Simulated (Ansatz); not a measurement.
**Bands, cutoff and cost in G0W0 for WS2 (Tungstenite)**

Aim: see how the G0W0 gap of WS2 (Tungstenite) on PBE moves with empty bands and screening cutoff, and what each rung costs.

Method: G0W0 on PBE, plane waves, PAW, in Ansatz 0.2.0.

### Step 1. The starting structure

It takes space group P6_3/mmc (No. 194, hexagonal). The conventional cell has a = 3.153 Å, b = 3.153 Å, c = 12.323 Å, α = 90.00°, β = 90.00°, γ = 120.00°. W has 6 S at 2.40 Å nearest. Nearest to S lie 3 W at 2.40 Å. Farther neighbours and most contacts between anions are not listed.

Coordinates:

```cif
data_structure
_symmetry_space_group_name_H-M 'P6_3/mmc'
_symmetry_Int_Tables_number 194
_cell_length_a 3.1532
_cell_length_b 3.1532
_cell_length_c 12.3230
_cell_angle_alpha 90.000
_cell_angle_beta 90.000
_cell_angle_gamma 120.000
_cell_volume 106.11
loop_
_atom_site_label
_atom_site_type_symbol
_atom_site_symmetry_multiplicity
_atom_site_Wyckoff_symbol
_atom_site_fract_x
_atom_site_fract_y
_atom_site_fract_z
_atom_site_occupancy
W1 W 2 c 0.33333 0.66667 0.25000 1
S1 S 4 f 0.33333 0.66667 0.62250 1
```

The cell and positions come from the Crystallography Open Database and are kept as given unless a step says otherwise. Spin-orbit coupling is left out unless a step names it.

### Step 2. 277 empty bands, screening to 110 eV

G0W0 replaces the xc potential by the self-energy, built once from these orbitals. Only a window of levels is corrected, while the sums run over the empty bands that the input names. This step takes hard PAW files.

input.yaml

```yaml
crystal:
  lattice:
    - [3.1532, 0.0, 0.0]
    - [-1.5766, 2.7307513032, 0.0]
    - [0.0, 0.0, 12.323]
  atoms:
    - { symbol: W, position: [0.3333333333, 0.6666666667, 0.25] }
    - { symbol: W, position: [0.6666666667, 0.3333333333, 0.75] }
    - { symbol: S, position: [0.3333333333, 0.6666666667, 0.6225] }
    - { symbol: S, position: [0.6666666667, 0.3333333333, 0.1225] }
    - { symbol: S, position: [0.3333333333, 0.6666666667, 0.8775] }
    - { symbol: S, position: [0.6666666667, 0.3333333333, 0.3775] }
kpoints:
  mp_grid: { grid: [9, 9, 2] }
hamiltonian:
  xc: pbe
  pseudopotentials: { kind: paw, source: ansatz }
scf:
  occupations: { method: fixed }
gw:
  n_empty_bands: 277
  ecut_chi: 110.0
  qp_bands: [v2, c2]
  qp_kpoints: band_edges
  screening: { model: contour_deformation }
```

The run is started by

```console
$ ansatz run input.yaml --threads 3 --pin off --max-ram 92160MiB --backend cuda --events-out ev --progress --plain --runs-dir out --devices 1 --max-vram 13GiB  # rebuilt from the run's record
```

Numbers of over 12 decimals in the logs are rounded to 6 here.

Output:

```text
GPUs: using 1 of 1 available (devices: 1).
Engine: ansatz 0.2.0, x86_64-unknown-linux-gnu
Pseudopotentials: kind: paw
Pseudopotential: W, paw, valence charge 28, recommended cutoff 760 eV (normal), W.paw.azcp
Pseudopotential: S, paw, valence charge 6, recommended cutoff 510 eV (normal), S.paw.azcp
Functional definition: PBE
  parameter kappa = 0.804
  parameter beta = 0.066725
  exchange = pbe_x(kappa = kappa, mu = beta*pi^2/3)
  correlation = pbe_c(beta = beta)
device memory: the entry about to start is reckoned to put 3.4 GiB on a device that reports 36.3 GiB free (of which the cap on the GPU budget leaves the run 13.0 GiB)
GPU FFT provider: cuFFT
GPU libraries: cuBLAS 13.8.2, cuFFT 12.4.0, cuSOLVER 12.3.4
Crystal: 6 atoms, lattice volume = 106.108 Å³
Basis set: ecut = 760 eV, 5029 PW (Γ)
Bands: 48, of which v1, the nominal top of the filled ones, is band 40 counted from 1 (39 counted from 0)
Symmetry: 24 space group operations
Space group: P63/mmc (ITA 194), of the structure as read, at distance tolerance 4.7e-5 Å
k-points: 24 of 162
Non-local potential: W, projectors of the file, l = 0: 3, l = 1: 3, l = 2: 2, l = 3: 3
Non-local potential: S, projectors of the file, l = 0: 2, l = 1: 2, l = 2: 2
PAW form: soft (Blöchl's): semilocal exchange-correlation on the pseudo side does not see the compensation charge
PAW one-centre angular grid: W, 590 points (default); XC on 64 Gauss nodes
PAW one-centre angular grid: S, 110 points (default); XC on 64 Gauss nodes
Initial density: superposition of atomic densities (chi_scale 0.1, normalization cell, long waves kept (reshape's long-wave potential 0.04 eV rms))
Initial wavefunctions: pseudopotential atomic-orbital guess
GPU buffer pool allocated for 128000 grid points (all kernels)
GPU transforms: local potential and band sums: pruned to the plane-wave sphere, on 30×30×120
Functional: x = pbe(κ = 0.804, μ = 0.219515), c = pbe(β = 0.066725)
SCF iter   1: F=—  HF=-39376.198368 eV  |F-HF|=—  |Δ(HF+E_count)|=         —  Δρ=4.14e-2  dr2=3.56e0  ethr=3.10e-3  ⟨swp⟩=5.3  Hψ=4397  notcnv=0  defer=37
preconditioner: auto → Resta (q_TF=auto, 2.603 Å⁻¹)  ε∞=3.4  [insulator: Δε(μ)=0.864 eV  Ē_g=18.765 eV  n_scr=40 (ndim 8)  ℏωp=28.8 eV  f_vac=0.023  ε∞_Penn≈3.4]
SCF iter   2: F=—  HF=-39375.461919 eV  |F-HF|=—  |Δ(HF+E_count)|=   7.36e-1  Δρ=2.38e-2  dr2=5.76e-1  ethr=3.10e-3  ⟨swp⟩=2.8  Hψ=1704  notcnv=0  defer=113
SCF iter   3: F=—  HF=-39375.356477 eV  |F-HF|=—  |Δ(HF+E_count)|=   1.05e-1  Δρ=1.02e-2  dr2=2.47e-1  ethr=7.20e-4  ⟨swp⟩=3.3  Hψ=1736  notcnv=0  defer=135
SCF iter   4: F=—  HF=-39375.323527 eV  |F-HF|=—  |Δ(HF+E_count)|=   3.30e-2  Δρ=3.62e-3  dr2=1.28e-2  ethr=3.09e-4  ⟨swp⟩=4.1  Hψ=1952  notcnv=0  defer=139
SCF iter   5: F=—  HF=-39375.324328 eV  |F-HF|=—  |Δ(HF+E_count)|=   8.00e-4  Δρ=1.19e-3  dr2=1.35e-3  ethr=1.60e-5  ⟨swp⟩=3.2  Hψ=2028  notcnv=0  defer=142
SCF iter   6: F=—  HF=-39375.324504 eV  |F-HF|=—  |Δ(HF+E_count)|=   1.76e-4  Δρ=3.79e-4  dr2=1.79e-4  ethr=1.69e-6  ⟨swp⟩=2.0  Hψ=1970  notcnv=0  defer=142
SCF iter   7: F=—  HF=-39375.324730 eV  |F-HF|=—  |Δ(HF+E_count)|=   2.26e-4  Δρ=1.30e-4  dr2=3.58e-5  ethr=2.24e-7  ⟨swp⟩=3.0  Hψ=2510  notcnv=0  defer=141
SCF iter   8: F=—  HF=-39375.324732 eV  |F-HF|=—  |Δ(HF+E_count)|=   2.83e-6  Δρ=2.00e-5  dr2=4.81e-7  ethr=4.48e-8  ⟨swp⟩=2.9  Hψ=1873  notcnv=0  defer=125
SCF iter   9: F=-39375.324734 eV  HF=-39375.324734 eV  |F-HF|=3.38e-8  |Δ(HF+E_count)|=   1.24e-6  Δρ=4.77e-6  dr2=2.66e-8  ethr=1.25e-10  ⟨swp⟩=9.5  Hψ=5679  notcnv=0
SCF 1 converged in 9 iterations: F = -39375.324734 eV  dr2 = 2.66e-8
  greatest PAW one-centre occupation: 0.998 electrons in one spin orbital (limit 2), on the W atom at site 1 (counted from 0), in its partial waves of l = 3
device memory: the entry about to start is reckoned to put 3.3 GiB (of the 3.7 GiB reckoned in all, the device holds 0.4 GiB already) on a device that reports 34.3 GiB free (of which the cap on the GPU budget leaves the run 12.6 GiB)
NSCF: frozen V_eff on 24 k-points, pencils in batches of 32, up to order 192
the band table was solved once the SCF had ended and its energy, with any forces and stress, was formed, with the checks that follow a solve (4688 applications of the Hamiltonian). They found nothing against the state; the energy, forces and stress were not computed again (output.eigenvalues in the input reference)
device memory: the entry about to start is reckoned to put 5.2 GiB on a device that reports 34.4 GiB free (of which the cap on the GPU budget leaves the run 13.0 GiB)
NSCF: frozen V_eff on 24 k-points
G₀W₀ screening: q 1/24
[... further progress lines ...]
device memory: the entry about to start is reckoned to put 1.2 GiB on a device that reports 43.7 GiB free (of which the cap on the GPU budget leaves the run 13.0 GiB)
NSCF: frozen V_eff on 1 k-points
device memory: the entry about to start is reckoned to put 1.2 GiB on a device that reports 43.7 GiB free (of which the cap on the GPU budget leaves the run 13.0 GiB)
NSCF: frozen V_eff on 1 k-points
SCF converged after 9 iterations
Free energy (F): -39375.324734 eV
Harris-Foulkes:  -39375.324734 eV  (|F-HF|=3.38e-8)
Internal energy: -39375.324734 eV  (E = F + TS)
E sigma→0 (E₀):  -39375.324734 eV
Fermi energy:    13.325146 eV
--- Per-component energies (eV) ---
  E_band       = -722.378097
  E_kinetic    = 1976.918066
  E_local      = -27949.706899  (includes V_loc(G=0)·N_el)
  E_nonlocal   = 3548.374773
  E_hartree    = 10289.168690
  E_xc         = -866.385099
  E_vxc        = -975.475047  (∫ρ·V_xc dr)
  E_paw        = -17507.316117  (= ΣΔE_a)
  E_vpaw       = 2099.188317  (= ΣTr[D̂ρ^β])
  E_aug_tail   = -0.000082  (compensation charges beyond the density's cutoff)
  E_ewald      = -8866.378065
  E_smearing   = -0.000000  (= −TS)
  E_closure    = -0.000000  (closes the sum)
  Σ components = -39375.324734   (vs F -39375.324734, Δ=0.00e0)
--- Band table (eV; the first three rows and the last of 24) ---
  k-point 0: bands = [... 36 lower, 11.1362, 11.8129, 12.0993, 13.3251, 15.6359, 15.6359, 15.6463, 15.6463, ... 4 higher]
  k-point 1: bands = [... 36 lower, 11.1094, 11.1094, 13.0072, 13.0072, 15.6284, 15.6284, 15.6284, 15.6284, ... 4 higher]
  k-point 2: bands = [... 36 lower, 11.1176, 11.9936, 12.1144, 12.9292, 15.2965, 15.4932, 15.4946, 15.6015, ... 4 higher]
  k-point 23: bands = [... 36 lower, 10.2163, 10.2163, 12.6724, 12.6724, 14.6268, 14.6268, 15.9095, 15.9095, ... 4 higher]
--- G₀W₀: contour deformation, 7 samples at zero and on the imaginary axis and 2 off it, 162 q-points, 277 empty bands' worth ---
  eigenvalues of the whole cell's RPA ε∞ on this k-mesh (on a slab, of 1 + 4πα/V) = 5.9049, 13.4303, 13.4303; static W/v taken at q = 0 is 0.093978
  bands read: the sum over 317 bands ends inside a degenerate multiplet in 14 slots, whose members it reads at an even weight; the widest, k=1: bands 317 to 320 (counted from 1) at 1/4 each
  gw.qp_kpoints: band_edges: 13 of 24 stored k-points solved, in 1 pass; an edge of the gap read off the rows below is read off those points alone
    valence top: of the k-points left out ik 11 came nearest to being solved in a further pass, in band 40 (counted from 1, as in the quasiparticle table): it holds the edge there only if its correction is more favourable than any solved in that band by at least 1.064 eV; those differ by 0.073 eV
    conduction bottom: of the k-points left out ik 14 came nearest to being solved in a further pass, in band 41 (counted from 1, as in the quasiparticle table): it holds the edge there only if its correction is more favourable than any solved in that band by at least 0.508 eV; those differ by 0.161 eV
    ik  band        ε_KS         Σx   Σc(E_QP)       V_xc       Z   E_QP_lin       E_QP  E_QP is
     0    39     12.0993   -18.2773     1.0976   -16.9836  0.7534    11.9027    11.9032  root
     0    40     13.3251   -19.4632     0.5527   -18.8091  0.7594    13.2236    13.2237  root
     0    41     15.6359   -13.8058    -4.1981   -18.4318  0.7599    16.0667    16.0638  root
     0    42     15.6359   -13.8058    -4.1981   -18.4318  0.7599    16.0667    16.0638  root
     1    39     13.0072   -19.1897     0.8275   -18.2135  0.7595    12.8584    12.8587  root
     1    40     13.0072   -19.1897     0.8275   -18.2135  0.7595    12.8584    12.8587  root
     1    41     15.6284   -13.7626    -4.1739   -18.3558  0.7593    16.0506    16.0477  root
     1    42     15.6284   -13.7626    -4.1739   -18.3558  0.7593    16.0506    16.0477  root
     2    39     12.1144   -18.5446     1.1043   -17.2559  0.7536    11.9295    11.9300  root
     2    40     12.9292   -19.3193     0.7537   -18.4439  0.7587    12.8074    12.8076  root
     2    41     15.2965   -13.6578    -3.9713   -17.9561  0.7553    15.6252    15.6234  root
     2    42     15.4932   -13.7343    -4.2531   -18.4075  0.7646    15.9160    15.9134  root
     3    39     12.7572   -19.2342     0.9584   -18.1199  0.7584    12.6012    12.6014  root
     3    40     12.7572   -19.2342     0.9584   -18.1199  0.7584    12.6012    12.6014  root
     3    41     15.4131   -13.7554    -4.0552   -18.1652  0.7560    15.7698    15.7677  root
     3    42     15.4131   -13.7554    -4.0552   -18.1652  0.7560    15.7698    15.7677  root
     4    39     11.8747   -18.9779     1.2625   -17.5424  0.7510    11.7012    11.7017  root
     4    40     12.0090   -19.0672     1.2048   -17.6925  0.7530    11.8386    11.8391  root
     4    41     14.6798   -13.1845    -3.8416   -17.3078  0.7658    14.9626    14.9616  root
     4    42     15.2076   -14.3589    -3.9595   -18.6773  0.7544    15.5685    15.5665  root
    10    39     12.0248   -19.0422     1.1958   -17.6767  0.7522    11.8547    11.8552  root
    10    40     12.2886   -19.2226     1.0639   -18.0079  0.7550    12.1375    12.1378  root
    10    41     14.6731   -13.2355    -3.7347   -17.2524  0.7652    14.9563    14.9553  root
    10    42     15.2765   -14.0270    -4.0160   -18.3944  0.7552    15.6300    15.6279  root
[...]
22    39     12.5806   -18.5907     0.5945   -17.8526  0.7627    12.4368    12.4370  root
    22    40     12.7878   -19.0861     0.5083   -18.4675  0.7624    12.6774    12.6775  root
    22    41     14.6266   -15.8704    -3.7047   -19.9275  0.7616    14.9806    14.9791  root
    22    42     14.6266   -15.8704    -3.7047   -19.9275  0.7616    14.9806    14.9791  root
    23    39     12.6724   -18.7752     0.5472   -18.0993  0.7627    12.5436    12.5438  root
    23    40     12.6724   -18.7752     0.5472   -18.0993  0.7627    12.5436    12.5438  root
    23    41     14.6268   -15.8757    -3.7048   -19.9331  0.7616    14.9809    14.9794  root
    23    42     14.6268   -15.8757    -3.7048   -19.9331  0.7616    14.9809    14.9794  root
```

Elapsed: 1.7 min, on 1 × NVIDIA H100 80GB HBM3 (shared by 6 runs) with 3 threads of AMD EPYC 7R13 (Zen 3), shared host; peak memory 2.2 GiB; 3 min of CPU time.

The column dr2 measures how far the density is from self-consistency, as an energy; F and HF (Harris–Foulkes) agree once it is small.

This step gave:

```
bands summed                                 : 317
RPA ε∞ on this mesh (eigenvalues)            : 5.905, 13.43, 13.43
plane waves in the screening matrix          : 291
q-points in the mesh                         : 162
G0W0 gap on the mesh                         : 1.456 eV
k of the valence top                         : 0, 0, 0
k of the conduction bottom                   : 0.1111, 0.2222, 0
starting gap on the mesh                     : 1.083 eV
Z at the valence top                         : 0.7594
Z at the conduction bottom                   : 0.7690
least direct G0W0 gap on the computed points : 2.302 eV
```

The gap on the mesh goes from 1.08 eV to 1.46 eV, a correction of +0.37 eV. Between the two edge states, bare exchange in place of the xc potential would open the gap by 4.63 eV, and correlation takes back 4.26 eV.

### Step 3. 631 empty bands, screening to 190 eV

Bands and screening cutoff are moved together, since each hides the error of the other.

Edit input.yaml of step 2 so:

```diff
@@ -20,4 +20,4 @@
 gw:
-  n_empty_bands: 277
-  ecut_chi: 110.0
+  n_empty_bands: 631
+  ecut_chi: 190.0
   qp_bands: [v2, c2]
```

Output:

```text
GPUs: using 1 of 1 available (devices: 1).
[...]
GPU FFT provider: cuFFT
GPU libraries: cuBLAS 13.8.2, cuFFT 12.4.0, cuSOLVER 12.3.4
Crystal: 6 atoms, lattice volume = 106.108 Å³
Basis set: ecut = 760 eV, 5029 PW (Γ)
Bands: 48, of which v1, the nominal top of the filled ones, is band 40 counted from 1 (39 counted from 0)
Symmetry: 24 space group operations
[...]
k-points: 24 of 162
[...]
GPU buffer pool allocated for 128000 grid points (all kernels)
[...]
SCF iter   1: F=—  HF=-39376.198368 eV  |F-HF|=—  |Δ(HF+E_count)|=         —  Δρ=4.14e-2  dr2=3.56e0  ethr=3.10e-3  ⟨swp⟩=5.3  Hψ=4397  notcnv=0  defer=37
[...]
SCF iter   9: F=-39375.324734 eV  HF=-39375.324734 eV  |F-HF|=3.38e-8  |Δ(HF+E_count)|=   1.24e-6  Δρ=4.77e-6  dr2=2.66e-8  ethr=1.25e-10  ⟨swp⟩=9.5  Hψ=5679  notcnv=0
SCF 1 converged in 9 iterations: F = -39375.324734 eV  dr2 = 2.66e-8
[...]
NSCF: frozen V_eff on 24 k-points, pencils in batches of 32, up to order 192
[...]
NSCF: frozen V_eff on 24 k-points
G₀W₀ screening: q 1/24
[... further progress lines ...]
[...]
SCF converged after 9 iterations
Free energy (F): -39375.324734 eV
[...]
Internal energy: -39375.324734 eV  (E = F + TS)
E sigma→0 (E₀):  -39375.324734 eV
Fermi energy:    13.325146 eV
[...]
--- Band table (eV; the first three rows and the last of 24) ---
  k-point 0: bands = [... 36 lower, 11.1362, 11.8129, 12.0993, 13.3251, 15.6359, 15.6359, 15.6463, 15.6463, ... 4 higher]
  k-point 1: bands = [... 36 lower, 11.1094, 11.1094, 13.0072, 13.0072, 15.6284, 15.6284, 15.6284, 15.6284, ... 4 higher]
  k-point 2: bands = [... 36 lower, 11.1176, 11.9936, 12.1144, 12.9292, 15.2965, 15.4932, 15.4946, 15.6015, ... 4 higher]
  k-point 23: bands = [... 36 lower, 10.2163, 10.2163, 12.6724, 12.6724, 14.6268, 14.6268, 15.9095, 15.9095, ... 4 higher]
[...]
0    39     12.0993   -18.2773     0.8808   -16.9836  0.7508    11.6836    11.6864  root
     0    40     13.3251   -19.4632     0.2862   -18.8091  0.7564    12.9561    12.9572  root
     0    41     15.6359   -13.8058    -4.4483   -18.4318  0.7584    15.8140    15.8136  root
     0    42     15.6359   -13.8058    -4.4483   -18.4318  0.7584    15.8140    15.8136  root
     1    39     13.0072   -19.1897     0.5721   -18.2135  0.7568    12.6015    12.6031  root
     1    40     13.0072   -19.1897     0.5721   -18.2135  0.7568    12.6015    12.6031  root
     1    41     15.6284   -13.7626    -4.4237   -18.3558  0.7577    15.7984    15.7980  root
     1    42     15.6284   -13.7626    -4.4237   -18.3558  0.7577    15.7984    15.7980  root
[...]
23    39     12.6724   -18.7752     0.3035   -18.0993  0.7604    12.2987    12.3000  root
    23    40     12.6724   -18.7752     0.3035   -18.0993  0.7604    12.2987    12.3000  root
    23    41     14.6268   -15.8757    -3.9716   -19.9331  0.7579    14.7126    14.7125  root
    23    42     14.6268   -15.8757    -3.9716   -19.9331  0.7579    14.7126    14.7125  root
```

Wall time 5.3 min (1 × NVIDIA H100 80GB HBM3 (shared by 6 runs) with 3 threads); peak memory 4.5 GiB; 9.4 min of CPU time.

Numbers from this step:

* bands summed: 671
* RPA ε∞ on this mesh (eigenvalues): 5.897, 13.33, 13.33
* plane waves in the screening matrix: 663
* q-points in the mesh: 162
* G0W0 gap on the mesh: 1.496 eV
* k of the valence top: 0, 0, 0
* k of the conduction bottom: 0.1111, 0.2222, 0
* starting gap on the mesh: 1.083 eV
* Z at the valence top: 0.7564
* Z at the conduction bottom: 0.7666
* least direct G0W0 gap on the computed points: 2.287 eV

Against the run with 9×9×2 mesh, 277 empty bands, screening to 110 eV, hard PAW files, the gap moves by +0.04 eV.

[end of part 1 of 2]

[Paths, hosts, dates, memory and timing lines, banners, echoed tables and standing remarks are left out of the program output.]

[Logs are printed without paths, hosts, clocks, repeated set-up lines and the standing remarks that a program may print on its own settings, such as how far it seeks lower states.]

[Runs of the session that timed out or met a known fault of the program may be left out.]

[Cells called generated may have been cut or substituted from an entry of the Crystallography Open Database or the Materials Project.]

[Hosts, paths, dates, database ids (printed as entryN), source tags and the programs' standing remarks are cut or masked in the printed files.]
